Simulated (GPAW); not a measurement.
# The basis that the transmission of an In chain with an O atom on top of one atom needs

Aim: T(E), conductance and thermopower of an In chain with an O atom on top of one atom, and what cheaper settings cost in accuracy.

Main program and level: GPAW 26.7.0; GPAW LCAO, PAW setups; Landauer transmission from Green's functions with principal layers (ASE), zero bias.

## (1) The starting structure

The cell holds 12 atoms: 11 In and 1 O. Its edges and angles: a = 9.000 Å, b = 9.000 Å, c = 32.450 Å, α = 90.0°, β = 90.0°, γ = 90.0°. Regions: left lead, 5 atoms (5 In); channel, 2 atoms (1 In and 1 O); right lead, 5 atoms (5 In). Vacuum lies along a and b. The structure is stacked along c, and the current runs across the ab planes.

## (2) GPAW, dzp

Localised orbitals split the wire into layers that couple to their neighbours alone, which is what the Green's function method needs; double zeta with polarisation is the usual level for numbers.

The input, run.py:

```python
import json
import numpy as np
from ase import Atoms
from ase.transport.calculators import TransportCalculator
from gpaw import GPAW, FermiDirac
from gpaw.lcao.tools import get_lcao_hamiltonian
from scipy.linalg import eigh

# The junction with lead layers at both ends, along the third cell vector
device = Atoms(
    ['In', 'In', 'In', 'In', 'In', 'In', 'O', 'In', 'In', 'In', 'In', 'In'],
    positions=[
        [4.50000, 4.50000, 1.47500],
        [4.50000, 4.50000, 4.42500],
        [4.50000, 4.50000, 7.37500],
        [4.50000, 4.50000, 10.32500],
        [4.50000, 4.50000, 13.27500],
        [4.50000, 4.50000, 16.22500],
        [6.33560, 4.50000, 16.22500],
        [4.50000, 4.50000, 19.17500],
        [4.50000, 4.50000, 22.12500],
        [4.50000, 4.50000, 25.07500],
        [4.50000, 4.50000, 28.02500],
        [4.50000, 4.50000, 30.97500]],
    cell=[[9.0, 0.0, 0.0], [0.0, 9.0, 0.0], [0.0, 0.0, 32.45]],
    pbc=True)

# One principal layer of the lead: the first 3 atoms of the device
lead = Atoms(
    ['In', 'In', 'In'],
    positions=[
        [4.50000, 4.50000, 1.47500],
        [4.50000, 4.50000, 4.42500],
        [4.50000, 4.50000, 7.37500]],
    cell=[[9.0, 0.0, 0.0], [0.0, 9.0, 0.0], [0.0, 0.0, 8.85]],
    pbc=True)

settings = dict(mode='lcao', basis='dzp', xc='PBE', h=0.18,
                occupations=FermiDirac(0.1), maxiter=250,
                mixer=dict(beta=0.1, nmaxold=8, weight=100.0),
                convergence=dict(density=0.0001))
energies = np.arange(-2, 2 + 1e-9, 0.05)
eta = 0.0001
n1, n2 = 1, 1
# k and -k transmit alike, so half of the mesh across the current serves
mesh = [(i, j) for i in range(n1) for j in range(n2) if (i, j) <= (-i % n1, -j % n2)]
weights = np.array([1 if (i, j) == (-i % n1, -j % n2) else 2 for i, j in mesh]) / (n1 * n2)

# [... helper functions left out ...]
fermi_lead = ground_state(lead, (1, 1, 13), 'lead.txt')
fermi_device = ground_state(device, (1, 1, 3), 'device.txt')
# [... loop over the mesh left out, but for ...]
        # Shift the lead onto the potential of the device's first layer
        shift = ((H[:, 0, 0] - H0[:, 0, 0]) / S0[0, 0]).real.mean()
# [...]
kT = 8.617333e-5 * 300
bias = [0.1, 0.2, 0.5, 1.0, 1.5, 2.0]
# [... integrals and printing left out ...]
```

The run is started by

```
> OMP_NUM_THREADS=1 OPENBLAS_NUM_THREADS=1 python run.py
```

What it wrote:

```text
basis functions: device 266, principal layer 69
Fermi level: lead -2.2014 eV, device -2.2810 eV; lead shifted by -0.0082 eV
largest coupling past the next layer 1.88e-06 eV, largest misfit of the first layer 0.043 eV
  E-E_F (eV)   T (one spin)  [channel counts left out]
    -2.000    2.0037e-01
    -1.950    2.1653e-07
    -1.900    3.7821e-08
    -1.850    1.8026e-08
    -1.800    1.3049e-08
    -1.750    1.2697e-08
    -1.700    1.6410e-08
    -1.650    3.0478e-08
    -1.600    1.1264e-07
    -1.550    2.3204e-03
    -1.500    1.4449e-07
    -1.450    5.0163e-08
    -1.400    3.8859e-08
    -1.350    5.5907e-08
    -1.300    2.7590e-07
    -1.250    1.5777e-01
[...]
1.650    1.3872e+00
     1.700    1.3993e+00
     1.750    1.4109e+00
     1.800    1.4219e+00
     1.850    1.4324e+00
     1.900    1.4424e+00
     1.950    1.4520e+00
     2.000    1.4611e+00
conductance at 300 K: 1.0598 G0 a cell; thermopower -2.149 uV/K
current from the zero-bias T(E) at 0.1 V: 8.2004 uA
current from the zero-bias T(E) at 0.2 V: 16.337 uA
current from the zero-bias T(E) at 0.5 V: 39.992 uA
current from the zero-bias T(E) at 1.0 V: 78.49 uA
current from the zero-bias T(E) at 1.5 V: 117.34 uA
current from the zero-bias T(E) at 2.0 V: 158.32 uA
```

The job ended after 80 s (1 thread of Arm Neoverse V1, shared host; peak memory 1.6 GiB).

Numbers from this step:

```yaml
conductance: 1.060 G₀
largest_coupling_past_the_next_principal_layer: 1.88e-6 eV
largest_misfit_of_the_first_principal_layer: 0.04342 eV
shift_that_aligns_the_lead: -0.008233 eV
basis_functions_of_the_junction: 266
basis_functions_of_a_principal_layer: 69
transmission_at_the_fermi_level_one_spin: 1.064
```

One spin. Transmission, zone mean against energy, zero at the Fermi level:

| energy (eV) | transmission, zone mean |
| --- | --- |
| -2.000 | 0.200 |
| -1.800 | 1.3e-8 |
| -1.600 | 1.1e-7 |
| -1.400 | 3.9e-8 |
| -1.200 | 0.386 |
| -1.000 | 0.965 |
| -0.800 | 0.943 |
| -0.600 | 0.893 |
| -0.400 | 0.901 |
| -0.200 | 0.918 |
| 0.000 | 1.06 |
| 0.200 | 1.08 |
| 0.400 | 1.08 |
| 0.600 | 1.10 |
| 0.800 | 1.13 |
| 1.000 | 1.19 |
| 1.200 | 1.25 |
| 1.400 | 1.32 |
| 1.600 | 1.37 |
| 1.800 | 1.42 |
| 2.000 | 1.46 |

Not self-consistent under bias; the bias window is split evenly. The current through one cell, from the zero-bias transmission by bias:

| bias (V) | current through one cell, from the zero-bias transmission (μA) |
| --- | --- |
| 0.100 | 8.20 |
| 0.200 | 16.3 |
| 0.500 | 40.0 |
| 1.000 | 78.5 |
| 1.500 | 117 |
| 2.000 | 158 |

The transmission of the three most open eigenchannels by energy, zero at the Fermi level:

| energy (eV) | channel 1 | channel 2 | channel 3 |
| --- | --- | --- | --- |
| -2.00 | 0.200 | 0 | 0 |
| -1.85 | 1.8e-8 | 0 | 0 |
| -1.70 | 1.6e-8 | 0 | 0 |
| -1.60 | 1.1e-7 | 0 | 0 |
| -1.45 | 5.0e-8 | 0 | 0 |
| -1.30 | 2.8e-7 | 0 | 0 |
| -1.15 | 0.583 | 0 | 0 |
| -1.05 | 0.883 | 0 | 0 |
| -0.90 | 0.992 | 0 | 0 |
| -0.75 | 0.921 | 0 | 0 |
| -0.60 | 0.893 | 0 | 0 |
| -0.50 | 0.894 | 0 | 0 |
| -0.35 | 0.906 | 0 | 0 |
| -0.20 | 0.918 | 1.7e-9 | 1.1e-12 |
| -0.05 | 0.990 | 0.0544 | 0.00104 |
| 0.00 | 0.994 | 0.0680 | 0.00242 |
| 0.05 | 0.995 | 0.0746 | 0.00404 |
| 0.20 | 0.996 | 0.0742 | 0.00941 |
| 0.35 | 0.996 | 0.0688 | 0.0167 |
| 0.50 | 0.996 | 0.0662 | 0.0277 |
| 0.60 | 0.995 | 0.0662 | 0.0382 |
| 0.75 | 0.995 | 0.0683 | 0.0602 |
| 0.90 | 0.995 | 0.0907 | 0.0727 |
| 1.05 | 0.995 | 0.129 | 0.0787 |
| 1.15 | 0.995 | 0.158 | 0.0832 |
| 1.30 | 0.995 | 0.201 | 0.0899 |
| 1.45 | 0.995 | 0.242 | 0.0956 |
| 1.60 | 0.995 | 0.280 | 0.0999 |
| 1.70 | 0.994 | 0.303 | 0.102 |
| 1.85 | 0.994 | 0.335 | 0.103 |
| 2.00 | 0.993 | 0.365 | 0.103 |

Couplings past the next layer reach 1.9e-6 eV, small enough to drop; the matrix elements of the cell's first layer differ from the bulk lead's by up to 0.043 eV. That layer keeps its own values in the calculation, and only beyond it is the lead taken as perfect. The Fermi levels of lead and junction count from different zeros of potential, one for each periodic cell; with both set to zero, the small remaining shift is what aligns them. By hand: G = 1.060 × 77.48 μS = 82.1 μS, a resistance of 12.2 kΩ; at 0.1 V a linear junction would pass 8.21 μA, and the integral over the bias window gives 8.20 μA.

## (3) GPAW, szp: basis = "szp(dzp)"

One radial function a shell plus polarisation makes the matrices smaller; the question is what that costs.

Changes to run.py since step 2:

```diff
@@ -37,3 +37,3 @@
 
-settings = dict(mode='lcao', basis='dzp', xc='PBE', h=0.18,
+settings = dict(mode='lcao', basis='szp(dzp)', xc='PBE', h=0.18,
                 occupations=FermiDirac(0.1), maxiter=250,
```

What it wrote:

```text
basis functions: device 163, principal layer 42
Fermi level: lead -2.3504 eV, device -2.3955 eV; lead shifted by -0.0065 eV
largest coupling past the next layer 1.86e-06 eV, largest misfit of the first layer 0.039 eV
  E-E_F (eV)   T (one spin)  [channel counts left out]
    -2.000    2.0581e-08
    -1.950    1.0516e-08
    -1.900    7.3593e-09
    -1.850    6.4900e-09
    -1.800    7.0741e-09
    -1.750    9.7847e-09
    -1.700    1.9045e-08
    -1.650    7.6819e-08
    -1.600    6.5686e-06
    -1.550    5.5010e-08
    -1.500    1.7749e-08
    -1.450    1.0752e-08
    -1.400    9.4297e-09
    -1.350    1.1698e-08
    -1.300    2.3903e-08
    -1.250    2.6202e-07
[...]
1.650    1.4114e+00
     1.700    1.4217e+00
     1.750    1.4314e+00
     1.800    1.4405e+00
     1.850    1.4490e+00
     1.900    1.4570e+00
     1.950    1.4645e+00
     2.000    1.4715e+00
conductance at 300 K: 1.1114 G0 a cell; thermopower -2.887 uV/K
current from the zero-bias T(E) at 0.1 V: 8.5945 uA
current from the zero-bias T(E) at 0.2 V: 17.091 uA
current from the zero-bias T(E) at 0.5 V: 41.448 uA
current from the zero-bias T(E) at 1.0 V: 81.035 uA
current from the zero-bias T(E) at 1.5 V: 121.99 uA
current from the zero-bias T(E) at 2.0 V: 160.02 uA
```

Elapsed: 68 s, on 1 thread; peak memory 1.6 GiB.

This step gave:

| Quantity | Value |
| --- | --- |
| conductance | 1.111 G₀ |
| largest coupling past the next principal layer | 1.86e-6 eV |
| largest misfit of the first principal layer | 0.03947 eV |
| shift that aligns the lead | -0.006486 eV |
| basis functions of the junction | 163 |
| basis functions of a principal layer | 42 |
| transmission at the Fermi level (one spin) | 1.118 |

One spin. Transmission, zone mean against energy, zero at the Fermi level:

| energy (eV) | transmission, zone mean |
| --- | --- |
| -2.00 | 2.1e-8 |
| -1.85 | 6.5e-9 |
| -1.70 | 1.9e-8 |
| -1.60 | 6.6e-6 |
| -1.45 | 1.1e-8 |
| -1.30 | 2.4e-8 |
| -1.15 | 0.180 |
| -1.05 | 0.370 |
| -0.90 | 0.740 |
| -0.75 | 0.991 |
| -0.60 | 0.963 |
| -0.50 | 0.927 |
| -0.35 | 0.903 |
| -0.20 | 0.904 |
| -0.05 | 1.09 |
| 0.00 | 1.12 |
| 0.05 | 1.13 |
| 0.20 | 1.14 |
| 0.35 | 1.13 |
| 0.50 | 1.14 |
| 0.60 | 1.14 |
| 0.75 | 1.17 |
| 0.90 | 1.20 |
| 1.05 | 1.24 |
| 1.15 | 1.27 |
| 1.30 | 1.32 |
| 1.45 | 1.36 |
| 1.60 | 1.40 |
| 1.70 | 1.42 |
| 1.85 | 1.45 |
| 2.00 | 1.47 |

Not self-consistent under bias; the bias window is split evenly. The current through one cell, from the zero-bias transmission by bias:

| bias (V) | current through one cell, from the zero-bias transmission (μA) |
| --- | --- |
| 0.100 | 8.59 |
| 0.200 | 17.1 |
| 0.500 | 41.4 |
| 1.000 | 81.0 |
| 1.500 | 122 |
| 2.000 | 160 |

The transmission of the three most open eigenchannels by energy, zero at the Fermi level:

| energy (eV) | channel 1 | channel 2 | channel 3 |
| --- | --- | --- | --- |
| -2.00 | 2.1e-8 | 0 | 0 |
| -1.85 | 6.5e-9 | 0 | 0 |
| -1.70 | 1.9e-8 | 0 | 0 |
| -1.60 | 6.6e-6 | 0 | 0 |
| -1.45 | 1.1e-8 | 0 | 0 |
| -1.30 | 2.4e-8 | 0 | 0 |
| -1.15 | 0.180 | 0 | 0 |
| -1.05 | 0.370 | 0 | 0 |
| -0.90 | 0.740 | 0 | 0 |
| -0.75 | 0.991 | 0 | 0 |
| -0.60 | 0.963 | 0 | 0 |
| -0.50 | 0.927 | 0 | 0 |
| -0.35 | 0.903 | 0 | 0 |
| -0.20 | 0.904 | 1.3e-9 | 1.2e-11 |
| -0.05 | 0.993 | 0.0988 | 5.7e-5 |
| 0.00 | 0.996 | 0.122 | 4.0e-5 |
| 0.05 | 0.997 | 0.134 | 4.4e-4 |
| 0.20 | 0.997 | 0.136 | 0.00357 |
| 0.35 | 0.996 | 0.127 | 0.00922 |
| 0.50 | 0.995 | 0.123 | 0.0185 |
| 0.60 | 0.994 | 0.122 | 0.0277 |
| 0.75 | 0.994 | 0.124 | 0.0475 |
| 0.90 | 0.994 | 0.129 | 0.0759 |
| 1.05 | 0.994 | 0.136 | 0.112 |
| 1.15 | 0.994 | 0.140 | 0.139 |
| 1.30 | 0.994 | 0.181 | 0.145 |
| 1.45 | 0.993 | 0.222 | 0.148 |
| 1.60 | 0.993 | 0.260 | 0.148 |
| 1.70 | 0.992 | 0.283 | 0.146 |
| 1.85 | 0.991 | 0.316 | 0.142 |
| 2.00 | 0.990 | 0.346 | 0.135 |

The conductance, 1.11 G₀, lies 4.9 % above that of the dzp run.

## (4) Minimal basis

One function for each valence shell of the setup, as for a first survey of a large system.

Changes to run.py since step 3:

```diff
@@ -37,3 +37,3 @@
 
-settings = dict(mode='lcao', basis='szp(dzp)', xc='PBE', h=0.18,
+settings = dict(mode='lcao', basis='sz(dzp)', xc='PBE', h=0.18,
                 occupations=FermiDirac(0.1), maxiter=250,
```

What it wrote:

```text
basis functions: device 103, principal layer 27
Fermi level: lead -2.2680 eV, device -2.3122 eV; lead shifted by -0.0096 eV
largest coupling past the next layer 1.93e-06 eV, largest misfit of the first layer 0.040 eV
  E-E_F (eV)   T (one spin)  [channel counts left out]
    -2.000    8.4057e-01
    -1.950    7.3154e-01
    -1.900    5.0575e-01
[...]
1.950    1.4741e+00
     2.000    1.4788e+00
conductance at 300 K: 1.143 G0 a cell; thermopower -2.682 uV/K
current from the zero-bias T(E) at 0.1 V: 8.84 uA
current from the zero-bias T(E) at 0.2 V: 17.589 uA
current from the zero-bias T(E) at 0.5 V: 42.76 uA
current from the zero-bias T(E) at 1.0 V: 84.165 uA
current from the zero-bias T(E) at 1.5 V: 125.06 uA
current from the zero-bias T(E) at 2.0 V: 159 uA
```

The job ended after 44 s (1 thread; peak memory 1.5 GiB).

Numbers from this step:

| Quantity | Value |
| --- | --- |
| conductance | 1.143 G₀ |
| largest coupling past the next principal layer | 1.93e-6 eV |
| largest misfit of the first principal layer | 0.04050 eV |
| shift that aligns the lead | -0.009642 eV |
| basis functions of the junction | 103 |
| basis functions of a principal layer | 27 |
| transmission at the Fermi level (one spin) | 1.149 |

The conductance, 1.14 G₀, lies 7.8 % above that of the dzp run.

## (5) LDA in the dzp basis: xc = "LDA"

Back in the dzp basis, the functional changes from PBE to LDA, to set the spread between functionals beside that between bases.

Changes to run.py since step 4:

```diff
@@ -37,3 +37,3 @@
 
-settings = dict(mode='lcao', basis='sz(dzp)', xc='PBE', h=0.18,
+settings = dict(mode='lcao', basis='dzp', xc='LDA', h=0.18,
                 occupations=FermiDirac(0.1), maxiter=250,
```

What it wrote:

```text
basis functions: device 266, principal layer 69
Fermi level: lead -2.4626 eV, device -2.5478 eV; lead shifted by -0.0058 eV
largest coupling past the next layer 1.90e-06 eV, largest misfit of the first layer 0.042 eV
  E-E_F (eV)   T (one spin)  [channel counts left out]
    -2.000    1.6126e-08
    -1.950    8.4425e-09
    -1.900    5.9794e-09
[...]
1.950    1.4365e+00
     2.000    1.4444e+00
conductance at 300 K: 1.0606 G0 a cell; thermopower -2.441 uV/K
current from the zero-bias T(E) at 0.1 V: 8.2055 uA
current from the zero-bias T(E) at 0.2 V: 16.339 uA
current from the zero-bias T(E) at 0.5 V: 39.902 uA
current from the zero-bias T(E) at 1.0 V: 78.066 uA
current from the zero-bias T(E) at 1.5 V: 116.45 uA
current from the zero-bias T(E) at 2.0 V: 157.23 uA
```

Wall time 77 s (1 thread); peak memory 1.6 GiB.

Numbers from this step:

```yaml
conductance: 1.061 G₀
largest_coupling_past_the_next_principal_layer: 1.90e-6 eV
largest_misfit_of_the_first_principal_layer: 0.04158 eV
shift_that_aligns_the_lead: -0.005811 eV
basis_functions_of_the_junction: 266
basis_functions_of_a_principal_layer: 69
transmission_at_the_fermi_level_one_spin: 1.066
```

The conductance equals that of the dzp run to 0.2 %.

## (6) All levels side by side

Times are for 1 thread of Arm Neoverse V1, shared host. The series side by side:

| no. | run | conductance (G₀) | time | memory (GiB) |
| --- | --- | --- | --- | --- |
| 1 | dzp | 1.060 | 80 s | 1.6 |
| 2 | szp | 1.111 | 68 s | 1.6 |
| 3 | sz | 1.143 | 44 s | 1.5 |
| 4 | dzp LDA | 1.061 | 77 s | 1.6 |

## (7) Comparison

The curves are compared point by point over the common energies.

This step: comparison of transmission and cost over codes and levels (GPAW 26.7.0).

Ladder, by row:

| step | code | T at the Fermi level (sum over the listed spins) | conductance (G0) | r.m.s. T(E) from the first | wall time (s) | peak memory (GiB) | threads |
| --- | --- | --- | --- | --- | --- | --- | --- |
| dzp | GPAW | 1.064 | 1.06 | 0 | 80.29 | 1.64 | 1 |
| szp | GPAW | 1.118 | 1.111 | 0.1301 | 68.25 | 1.61 | 1 |
| sz | GPAW | 1.149 | 1.143 | 0.2175 | 43.71 | 1.47 | 1 |
| dzp-LDA | GPAW | 1.066 | 1.061 | 0.02464 | 76.96 | 1.64 | 1 |

The transmission, zone mean, sum over the listed spins by energy, zero at the Fermi level:

| energy (eV) | dzp | szp | sz | dzp-LDA |
| --- | --- | --- | --- | --- |
| -2.00 | 0.200 | 2.1e-8 | 0.841 | 1.6e-8 |
| -1.85 | 1.8e-8 | 6.5e-9 | 6.7e-6 | 5.3e-9 |
| -1.70 | 1.6e-8 | 1.9e-8 | 8.0e-8 | 1.4e-8 |
| -1.50 | 1.4e-7 | 1.8e-8 | 6.0e-8 | 4.0e-8 |
| -1.35 | 5.6e-8 | 1.2e-8 | 2.1e-8 | 4.5e-8 |
| -1.20 | 0.386 | 0.0842 | 0.0872 | 0.378 |
| -1.05 | 0.883 | 0.370 | 0.260 | 0.886 |
| -0.90 | 0.992 | 0.740 | 0.456 | 0.985 |
| -0.70 | 0.906 | 0.998 | 0.873 | 0.879 |
| -0.55 | 0.892 | 0.943 | 0.998 | 0.867 |
| -0.40 | 0.901 | 0.907 | 0.975 | 0.881 |
| -0.25 | 0.914 | 0.902 | 0.945 | 0.899 |
| -0.10 | 1.02 | 1.05 | 1.08 | 1.01 |
| 0.00 | 1.06 | 1.12 | 1.15 | 1.07 |
| 0.10 | 1.08 | 1.14 | 1.17 | 1.08 |
| 0.25 | 1.08 | 1.13 | 1.17 | 1.08 |
| 0.40 | 1.08 | 1.13 | 1.17 | 1.09 |
| 0.55 | 1.09 | 1.14 | 1.17 | 1.10 |
| 0.70 | 1.11 | 1.16 | 1.19 | 1.12 |
| 0.90 | 1.16 | 1.20 | 1.24 | 1.16 |
| 1.05 | 1.20 | 1.24 | 1.28 | 1.20 |
| 1.20 | 1.25 | 1.29 | 1.33 | 1.25 |
| 1.35 | 1.30 | 1.34 | 1.37 | 1.30 |
| 1.50 | 1.35 | 1.38 | 1.41 | 1.34 |
| 1.70 | 1.40 | 1.42 | 1.44 | 1.39 |
| 1.85 | 1.43 | 1.45 | 1.46 | 1.42 |
| 2.00 | 1.46 | 1.47 | 1.48 | 1.44 |

[end of part 1 of 2]

[Logs are printed without paths, hosts, clocks, repeated set-up lines and the standing remarks that a program may print on its own settings, such as how far it seeks lower states.]

[Hosts, paths, dates, database ids (printed as entryN), source tags and the programs' standing remarks are cut or masked in the printed files.]
